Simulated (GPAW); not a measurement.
**How BP absorbs and reflects light**

Aim: the dielectric function of BP, and the optical constants that follow from it.

Method: DFT, LDA, plane-wave PAW (GPAW data sets), scalar-relativistic, RPA, optical limit, in GPAW 26.7.0.

### 1. The starting structure

It takes space group F-43m (No. 216, cubic). The conventional cell has a = 4.538 Å, b = 4.538 Å, c = 4.538 Å, α = 90.00°, β = 90.00°, γ = 90.00°. Nearest to P lie 4 B at 1.97 Å. Nearest to B lie 4 P at 1.97 Å. Farther neighbours are not listed.

As a file:

```cif
data_structure
_symmetry_space_group_name_H-M 'P 1'
_symmetry_Int_Tables_number 1
_cell_length_a 3.2089
_cell_length_b 3.2089
_cell_length_c 3.2089
_cell_angle_alpha 60.000
_cell_angle_beta 60.000
_cell_angle_gamma 60.000
_cell_volume 23.36
loop_
_atom_site_label
_atom_site_type_symbol
_atom_site_fract_x
_atom_site_fract_y
_atom_site_fract_z
_atom_site_occupancy
P1 P 0.75000 0.75000 0.75000 1
B2 B 0.00000 0.00000 0.00000 1
```

### 2. Dielectric function, RPA

Transitions between filled and empty bands, summed over the zone, give the optical response, so mesh, band count and broadening shape it.

The induced potential is part of this response.

df.py

```python
from gpaw.response.df import DielectricFunction

df = DielectricFunction('full.gpw', frequencies={'type': 'nonlinear', 'domega0': 0.03, 'omega2': 8},
                        ecut=50,
                        eta=0.15,
                        nbands=18,
                        txt='df.txt')
for direction in ['x']:
    df.get_dielectric_function(xc='RPA', direction=direction, filename=f'df_{direction}.csv')
```

On the command line:

```
> OMP_NUM_THREADS=1 python df.py
```

Numbers of over 12 decimals in the logs are rounded to 6 here.

Log:

```text
Using integrator: PointIntegrator
NonLinearFrequencyDescriptor(from 0.000 to 46.898 eV, 457 points)
Nonperiodic BCs:  [False False False]
Using integrator: PointIntegrator
NonLinearFrequencyDescriptor(from 0.000 to 46.898 eV, 457 points)
Nonperiodic BCs:  [False False False]

Calculating chi0 body with:
    Ground state adapter containing:
    Number of spins: 1
    Number of kpoints: 2197
    Number of irreducible kpoints: 84
    Number of completely occupied states: 4
    Number of partially occupied states: 4

    Linear response parametrization:
    q_c: [0.0, 0.0, 0.0]
    Number of frequency points: 457
    Planewave cutoff: 50.0
    Number of bands: 18
    Number of planewaves: 15
    Broadening (eta): 0.15

Integrating chi0 body.

Symmetries of q_c:
    Direct symmetries (Uq -> q): 24
    Indirect symmetries (TUq -> q): 24
In total 48 allowed symmetries.

84 groups of equivalent kpoints. 96.176604% reduction.

Integral kind: spectral function

Calculating chi0 optical extensions with:
    Ground state adapter containing:
    Number of spins: 1
    Number of kpoints: 2197
    Number of irreducible kpoints: 84
    Number of completely occupied states: 4
    Number of partially occupied states: 4

    Linear response parametrization:
    Number of frequency points: 457
    Planewave cutoff: 50.0
    Number of bands: 18
    Number of planewaves: 15
    Broadening (eta): 0.15
Integrating chi0 head and wings.

Symmetries of q_c:
    Direct symmetries (Uq -> q): 24
    Indirect symmetries (TUq -> q): 24
In total 48 allowed symmetries.

84 groups of equivalent kpoints. 96.176604% reduction.

Integral kind: spectral function wings
```

Elapsed: 9.3 s, on 1 thread of Intel Xeon at 2.50GHz (Skylake/Cascade Lake), shared host; peak memory 0.2 GiB.

Numbers from this step:

* electronic dielectric constant ε∞, mean over x, y and z (by symmetry where fewer were run): 9.081
* main peak of Im epsilon, first axis: 5.687 eV

The Im ε, E ∥ x has structure finer than the step of the table below, so its rows give means over 0.5 eV, whole bins alone (the curve runs from 0 to 14.0 eV). Peaks (eV: height): 5.66: 30.0, 6.55: 24.5.

Values under the direct gap are tails of Lorentzian lines. The Im ε, E ∥ x by photon energy; means over each step:

```tsv
photon energy (eV)	Im ε, E ∥ x
0.5	0.0365
1.0	0.0774
1.5	0.129
2.0	0.202
2.5	0.329
3.0	0.671
3.5	2.42
4.0	5.02
4.5	7.83
5.0	11.5
5.5	24.6
6.0	20.7
6.5	21.4
7.0	13.6
7.5	7.80
8.0	5.40
8.5	5.59
9.0	5.89
9.5	4.56
10.0	2.97
10.5	1.95
11.0	2.20
11.5	2.20
12.0	2.16
12.5	1.47
13.0	1.28
13.5	1.17
```

Re ε, E ∥ x against photon energy:

```tsv
photon energy (eV)	Re ε, E ∥ x
0.0	9.08
0.5	9.14
1.0	9.33
1.5	9.66
2.0	10.2
2.5	11.0
3.0	12.5
3.5	14.8
4.0	14.6
4.5	17.5
5.0	18.3
5.5	17.2
6.0	-1.43
6.5	-0.658
7.0	-8.15
7.5	-8.14
8.0	-4.94
8.5	-2.68
9.0	-4.32
9.5	-4.49
10.0	-4.19
10.5	-3.08
11.0	-2.27
11.5	-1.99
12.0	-2.11
12.5	-2.14
13.0	-1.74
13.5	-1.53
```

The reflectivity at normal incidence, E ∥ x by photon energy; read off at these points:

photon energy (eV), reflectivity at normal incidence, E ∥ x (%) and a bar from the least value:
```
    0.000       25.2 
    0.250       25.2 
    0.500       25.3 
    0.750       25.4 
    1.000       25.7 
    1.250       26.0 #
    1.500       26.3 #
    1.750       26.8 #
    2.000       27.4 ##
    2.250       28.1 ##
    2.500       28.9 ###
    2.750       29.9 ###
    3.000       31.3 ####
    3.250       33.0 ######
    3.500       34.8 #######
    3.750       36.6 ########
    4.000       35.8 ########
    4.250       37.3 #########
    4.500       40.7 ###########
    4.750       40.4 ###########
    5.000       43.0 #############
    5.250       47.3 ################
    5.500       52.9 ####################
    5.750       57.9 #######################
    5.816       58.5 ########################
    6.000       53.8 ####################
    6.250       49.4 #################
    6.500       57.1 #######################
    6.750       63.4 ###########################
    7.000       62.3 ##########################
    7.250       64.1 ############################
    7.438       67.2 ##############################
    7.500       67.0 ##############################
    7.750       61.6 ##########################
    8.000       58.2 ########################
    8.250       52.6 ####################
    8.500       46.1 ###############
    8.750       47.9 ################
    9.000       54.6 #####################
    9.250       54.3 #####################
    9.500       58.3 ########################
    9.750       61.0 ##########################
   10.000       63.8 ############################
   10.250       64.5 ############################
   10.376       64.9 ############################
   10.500       64.2 ############################
   10.750       52.4 ###################
   11.000       50.8 ##################
   11.250       50.0 ##################
   11.500       48.1 ################
   11.750       47.5 ################
   12.000       50.2 ##################
   12.250       56.0 ######################
   12.423       59.9 #########################
   12.500       59.7 #########################
   12.750       54.9 #####################
   13.000       55.5 ######################
   13.250       52.1 ###################
   13.500       52.9 ####################
   13.750       51.5 ###################
```

The Im ε, E ∥ x has structure finer than the step of the table below, so its rows give means over 0.5 eV, whole bins alone (the curve runs from 0 to 14.0 eV). Peaks (eV: height): without local fields 5.66: 32.8, 6.49: 26.0; with local fields 5.66: 30.0, 6.55: 24.5.

Values under the direct gap are tails of Lorentzian lines. Im ε, E ∥ x against photon energy; means over each step:

```tsv
photon energy (eV)	without local fields	with local fields
0.5	0.0394	0.0365
1.0	0.0836	0.0774
1.5	0.139	0.129
2.0	0.219	0.202
2.5	0.357	0.329
3.0	0.728	0.671
3.5	2.63	2.42
4.0	5.46	5.02
4.5	8.57	7.83
5.0	12.6	11.5
5.5	27.2	24.6
6.0	22.3	20.7
6.5	22.9	21.4
7.0	13.8	13.6
7.5	7.68	7.80
8.0	5.55	5.40
8.5	6.04	5.59
9.0	5.91	5.89
9.5	4.43	4.56
10.0	2.84	2.97
10.5	1.95	1.95
11.0	2.22	2.20
11.5	2.20	2.20
12.0	2.08	2.16
12.5	1.38	1.47
13.0	1.23	1.28
13.5	1.11	1.17
```

Values under the direct gap are tails of Lorentzian lines. Table of loss function −Im 1/ε at q → 0, E ∥ x by energy loss; read off at these points:

```tsv
energy loss (eV)	loss function −Im 1/ε at q → 0, E ∥ x
0.00	0
0.50	4.4e-4
1.00	8.9e-4
1.50	0.00137
2.00	0.00193
2.50	0.00265
3.00	0.00398
3.50	0.00936
4.00	0.0208
4.50	0.0222
5.00	0.0239
5.50	0.0269
6.00	0.0543
6.50	0.0415
7.00	0.0547
7.50	0.0611
8.00	0.100
8.39	0.150
8.50	0.144
9.00	0.110
9.50	0.111
10.00	0.112
10.50	0.142
11.00	0.220
11.50	0.251
11.63	0.257
12.00	0.237
12.50	0.212
13.00	0.273
13.50	0.318
```

At chosen wavelengths:

```tsv
wavelength (nm)	n	k	R (%)	1/α
1550	3.04	0.010	25.5	13 µm
1064	3.07	0.015	25.9	5.6 µm
800	3.12	0.022	26.4	3.0 µm
633	3.19	0.030	27.3	1.7 µm
405	3.57	0.098	31.6	330 nm
308	3.88	0.635	35.9	39 nm
248	4.45	1.222	43.0	16 nm
```

Below the direct gap, k and the depth come from the tails of the Lorentzian lines, not from transitions.

Rows near the edge hang on the gap, which this functional as a rule makes too small, and phonon-assisted absorption is left out.

### 3. Summary of results

* electronic dielectric constant ε∞, mean over x, y and z (by symmetry where fewer were run) (RPA): 9.08
* main peak of Im epsilon, first axis: 5.69 eV

At this level (LDA, RPA) BP has ε∞ = 9.08 and n = 3.04 at 1550 nm, and Im ε peaks at 5.7 eV. Local fields change the static value along x from 9.57 to 9.08 (-5 %). Distinct maxima of Im ε, read by a parabola through the highest points, lie at 5.69 eV (30), 6.54 eV (24) and 8.84 eV (6.5). Excitons and phonon-assisted transitions are missing; LDA gaps are as a rule too small, which pulls the onset down and ε∞ up. The sum runs over mesh points, so small or evenly spaced maxima can still be ripples of the mesh.

[Machine, clock and banner lines and Python warnings are left out of the logs.]

[Logs are printed without paths, hosts, clocks, repeated set-up lines and the standing remarks that a program may print on its own settings, such as how far it seeks lower states.]

[Hosts, paths, dates, database ids (printed as entryN), source tags and the programs' standing remarks are cut or masked in the printed files.]
